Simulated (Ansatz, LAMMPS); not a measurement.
# Electronic structure of K+ triflate in vinylene carbonate and dimethyl carbonate and a fluorinated ether (TTE) at 380 K (149 atoms), part 2 of 2

Aim: energy, forces, charges and density of states of K+ triflate in vinylene carbonate and dimethyl carbonate and a fluorinated ether (TTE) at 380 K (149 atoms) at a fixed geometry.

Ansatz 0.2.0; Kohn-Sham DFT, r2SCAN+D4, PAW (set soft_2), plane waves.

The cell: 35 F, 42 C, 28 O, 42 H, 1 S and 1 K. The network of contacts between molecules at the start is that of the classical potential that made the cell. The density was typed from a rule of thumb and may lie off the real one at this temperature. Sampling is at Γ alone, for a cell whose shortest periodic width is 13 Å.

So far: Set-up; Making the structure; Plane-wave single point.

### 3. Plane-wave single point (continued)

Valence density in the bc plane at fractional x = 0.308, with atoms of F and O and C and H within 0.2 Å of it. It is the smooth field of the valence electrons, not physical close to the nuclei.

Ten steps, logarithmic in the rise over the least value, from '0' (0 e/Å³) to '9' (12 e/Å³), each cell a mean:
```
222210000000000000011234531001478753
355420000000000000011112210001367753
578741000000000000000000011100134434
577631000000000000000000245431001123
233210000000000000011101256631000001
000000000000000001367531235431000000
000112100000000001589853345543100000
001245321000000001367654444442100000
001356532220000000122355432221000000
001245433321000012222467631000000000
111345422210000135554578741000000000
554455421000000134565555420000000013
886555431000000012455421100000000136
775444321000001233455421000000111135
543211110000013687545664200002343334
454210000000013797536897410013455434
455310000000001354224786300012344323
222100001221000000001221000011122111
000000002342100000000000001222111110
000000012332100000000000002332112221
000000012221000000000000001221012331
000000012210000000000100000000001111
100000001000000000001222100000001111
211000000000000000001234431000245433
```
Columns run along b (12.9 Å), rows up along c (12.9 Å). Atoms in or near the plane, at fractional coordinates: F at (0.56, 0.72), O at (0.64, 0.57), C at (0.55, 0.51), F at (0.61, 0.34), H at (0.48, 0.55), O at (0.02, 0.46), H at (0.05, 0.30), H at (0.68, 0.98), O at (0.90, 0.96), O at (0.06, 0.87).

Mean Löwdin charges: C +0.34, F -0.26, H +0.22, K +0.87, O -0.37, S +2.35 e (they miss 1.2 % of the electrons, so they add up to more than the cell's charge). The largest share in the top eV of filled states is O p (57 % of the projected weight), and in the lowest eV of empty states C p (58 % of the projected weight).

### 4. Structure statistics

These statistics describe the geometry on which the runs were made.

Density 1.34 g/cm³, 14.36 Å³ an atom.

Pair distribution functions g(r), in bins of 0.2 Å:

| r (Å) | total | C-C | C-H | C-F | C-O | C-K | C-S |
| --- | --- | --- | --- | --- | --- | --- | --- |
| 1.00 | 1.40 | 0.00 | 8.80 | 0.00 | 0.00 | 0.00 | 0.00 |
| 1.20 | 1.67 | 0.59 | 7.90 | 0.00 | 3.43 | 0.00 | 0.00 |
| 1.40 | 3.12 | 2.54 | 0.00 | 10.76 | 13.07 | 0.00 | 0.00 |
| 1.60 | 0.41 | 4.08 | 0.00 | 0.00 | 0.31 | 0.00 | 0.00 |
| 1.80 | 0.45 | 0.00 | 0.00 | 0.00 | 0.00 | 0.00 | 6.45 |
| 2.00 | 0.86 | 0.68 | 0.58 | 0.00 | 0.00 | 0.00 | 0.00 |
| 2.20 | 1.49 | 1.61 | 1.97 | 0.22 | 1.17 | 0.00 | 0.00 |
| 2.40 | 1.25 | 1.39 | 0.40 | 3.65 | 0.87 | 0.00 | 0.00 |
| 2.60 | 1.02 | 0.44 | 0.99 | 0.69 | 0.95 | 0.00 | 0.00 |
| 2.80 | 0.82 | 0.12 | 0.49 | 0.66 | 0.19 | 0.00 | 0.00 |
| 3.00 | 0.56 | 0.00 | 0.28 | 0.45 | 0.23 | 0.00 | 0.00 |
| 3.20 | 0.73 | 0.00 | 0.99 | 0.56 | 0.55 | 0.00 | 0.00 |
| 3.40 | 0.78 | 0.16 | 0.51 | 0.95 | 0.98 | 0.00 | 0.00 |
| 3.60 | 0.81 | 0.37 | 0.92 | 0.77 | 0.68 | 3.17 | 0.00 |
| 3.80 | 0.81 | 0.54 | 0.76 | 0.93 | 0.91 | 2.78 | 1.46 |
| 4.00 | 1.00 | 0.61 | 1.20 | 1.19 | 0.68 | 1.25 | 1.31 |
| 4.20 | 1.00 | 0.93 | 1.01 | 1.28 | 0.57 | 1.17 | 2.25 |
| 4.40 | 0.98 | 0.89 | 0.82 | 1.12 | 0.64 | 1.01 | 2.07 |
| 4.60 | 1.09 | 1.68 | 1.29 | 1.31 | 0.62 | 0.99 | 2.91 |
| 4.80 | 1.22 | 1.46 | 1.29 | 1.08 | 1.01 | 0.89 | 1.75 |
| 5.00 | 1.21 | 1.66 | 1.35 | 1.29 | 0.93 | 0.00 | 1.62 |
| 5.20 | 1.01 | 1.25 | 0.96 | 1.07 | 1.02 | 1.52 | 0.76 |
| 5.40 | 0.99 | 0.89 | 1.17 | 1.08 | 1.12 | 0.70 | 0.69 |
| 5.60 | 1.08 | 1.23 | 0.86 | 0.99 | 1.29 | 0.67 | 1.29 |
| 5.80 | 1.07 | 1.40 | 1.02 | 0.77 | 1.31 | 0.62 | 1.79 |
| 6.00 | 1.04 | 0.88 | 0.86 | 1.21 | 1.44 | 0.58 | 0.56 |
| 6.20 | 1.00 | 1.08 | 0.90 | 0.95 | 1.28 | 0.00 | 1.04 |

Bonds by pair of elements; cutoffs follow the first minimum of g(r), held within bounds set by covalent radii, and pairs that aren't listed don't count as bonded:

| pair A-B | cutoff (Å) | bonds | mean length (Å) | spread (Å) | shortest (Å) | B about A | A about B |
| --- | --- | --- | --- | --- | --- | --- | --- |
| C-C | 1.82 | 16 | 1.48 | 0.098 | 1.30 | 0.762 | 0.762 |
| C-H | 1.34 | 42 | 1.10 | 0.032 | 1.04 | 1 | 1 |
| C-F | 1.62 | 35 | 1.37 | 0.028 | 1.30 | 0.833 | 1 |
| C-O | 1.73 | 43 | 1.37 | 0.081 | 1.17 | 1.02 | 1.54 |
| C-S | 2.17 | 1 | 1.78 | 0 | 1.78 | 0.024 | 1 |
| F-K | 3.04 | 1 | 2.33 | 0 | 2.33 | 0.029 | 1 |
| O-K | 3.15 | 4 | 2.85 | 0.192 | 2.59 | 0.143 | 4 |
| O-S | 1.88 | 3 | 1.46 | 0.001 | 1.46 | 0.107 | 3 |

How many atoms have how many bonded neighbours:

| element | mean | 1 | 2 | 3 | 4 | 5 |
| --- | --- | --- | --- | --- | --- | --- |
| C | 3.64 | 0 | 0 | 15 | 27 | 0 |
| F | 1.03 | 34 | 1 | 0 | 0 | 0 |
| H | 1 | 42 | 0 | 0 | 0 | 0 |
| K | 5 | 0 | 0 | 0 | 0 | 1 |
| O | 1.79 | 6 | 22 | 0 | 0 | 0 |
| S | 4 | 0 | 0 | 0 | 1 | 0 |

Bond angles (no mean is given where the spread exceeds 20°):

| angle | count | mean (°) | spread (°) |
| --- | --- | --- | --- |
| C-C-F | 40 | 111 | 3.3 |
| H-C-O | 34 | 112 | 5.7 |
| C-C-H | 24 | 114 | 10.3 |
| H-C-H | 22 | 110 | 5.3 |
| O-C-O | 21 | 120 | 6.2 |

Bond length by coordination (bonds to H left out):

| element | coordination | atoms | mean bond length (Å) |
| --- | --- | --- | --- |
| C | 3 | 15 | 1.33 |
| C | 4 | 27 | 1.44 |
| F | 1 | 34 | 1.37 |
| F | 2 | 1 | 1.84 |
| O | 1 | 6 | 1.28 |
| O | 2 | 22 | 1.52 |

Rings of the network by King's shortest-path rule, up to 12 atoms, one path for each pair of neighbours; H, halogens, alkali and alkaline-earth atoms are left out, and the last column divides by all other atoms, bonded or not:

| ring size (atoms) | rings | per network atom |
| --- | --- | --- |
| 5 | 4 | 0.056 |

By these cutoffs 64 % of C atoms have 4, 97 % of F atoms have 1, all H atoms have 1 and all K atoms have 5 bonded neighbours. The C-C-F angle averages 111° with a spread of 3°. All rings counted have 5 atoms.

Local excerpt of 11 atoms (numbers count through the whole input) about C45, picked at random; x, y, z are measured from there.

| atom | x | y | z | distance (Å) | bonds | Löwdin charge (e) | Fx | Fy | Fz (eV/Å) |
| --- | --- | --- | --- | --- | --- | --- | --- | --- | --- |
| C45 | 0.00 | 0.00 | 0.00 | 0.00 | 4 | 0.64 | -1.06 | -1.13 | -0.24 |
| F47 | 0.75 | -0.63 | 0.97 | 1.38 | 1 | -0.25 | -0.74 | 0.26 | -1.18 |
| F46 | -1.30 | -0.51 | 0.10 | 1.40 | 1 | -0.27 | 1.29 | 0.46 | -0.29 |
| C44 | 0.01 | 1.48 | 0.28 | 1.51 | 4 | -0.07 | -2.98 | -0.09 | -0.40 |
| C48 | 0.61 | -0.35 | -1.42 | 1.59 | 4 | 0.50 | 0.59 | -1.55 | 0.68 |
| H54 | 1.71 | -0.41 | -1.18 | 2.12 | 1 | 0.22 | -0.69 | 0.17 | -0.97 |
| H53 | 0.99 | 1.84 | 0.38 | 2.12 | 1 | 0.24 | 1.33 | 0.42 | -0.23 |
| H52 | -0.63 | 2.07 | -0.48 | 2.22 | 1 | 0.20 | 1.24 | -1.01 | 0.82 |
| O43 | -0.67 | 1.60 | 1.56 | 2.34 | 2 | -0.32 | 0.41 | 1.64 | 0.20 |
| F49 | 0.27 | 0.55 | -2.37 | 2.45 | 1 | -0.24 | 0.37 | 0.30 | 0.69 |
| F50 | 0.21 | -1.59 | -1.96 | 2.53 | 1 | -0.27 | 0.31 | 1.38 | 1.26 |

The column of bonds counts only the pairs C-C within 1.82 Å, C-H within 1.34 Å, C-F within 1.62 Å, C-O within 1.73 Å, C-S within 2.17 Å, F-K within 3.04 Å, O-K within 3.15 Å, O-S within 1.88 Å; other neighbours, such as metal atoms beside each other in a compound, aren't counted, and periodic images can show an atom twice.

### 5. Summary of results

```json
{"free energy per atom": "-388.6428 eV/atom", "pressure": "-1.441 GPa", "r.m.s. force component": "1.134 eV/Å", "gap (highest filled to lowest empty level)": "5.03 eV", "wall time of the 1 DFT run": "55 s"}
```

In words: The highest filled and lowest empty levels differ by 5.03 eV (at Γ alone); a semilocal functional tends to put such gaps too low. In a disordered cell it changes from sample to sample and from frame to frame. With the cutoffs above, 64 % of C atoms have 4, 97 % of F atoms have 1, all H atoms have 1 and all K atoms have 5 bonded neighbours.

Caveats: The force components of 1.1 eV/Å r.m.s. come partly from thermal motion and partly from the difference between the classical potential and DFT, above all in bond lengths inside molecules. The pressure of a single frame lacks the kinetic term.

[Logs are printed without paths, hosts, clocks, repeated set-up lines and the standing remarks that a program may print on its own settings, such as how far it seeks lower states.]

[Hosts, paths, dates, database ids (printed as entryN), source tags and the programs' standing remarks are cut or masked in the printed files.]
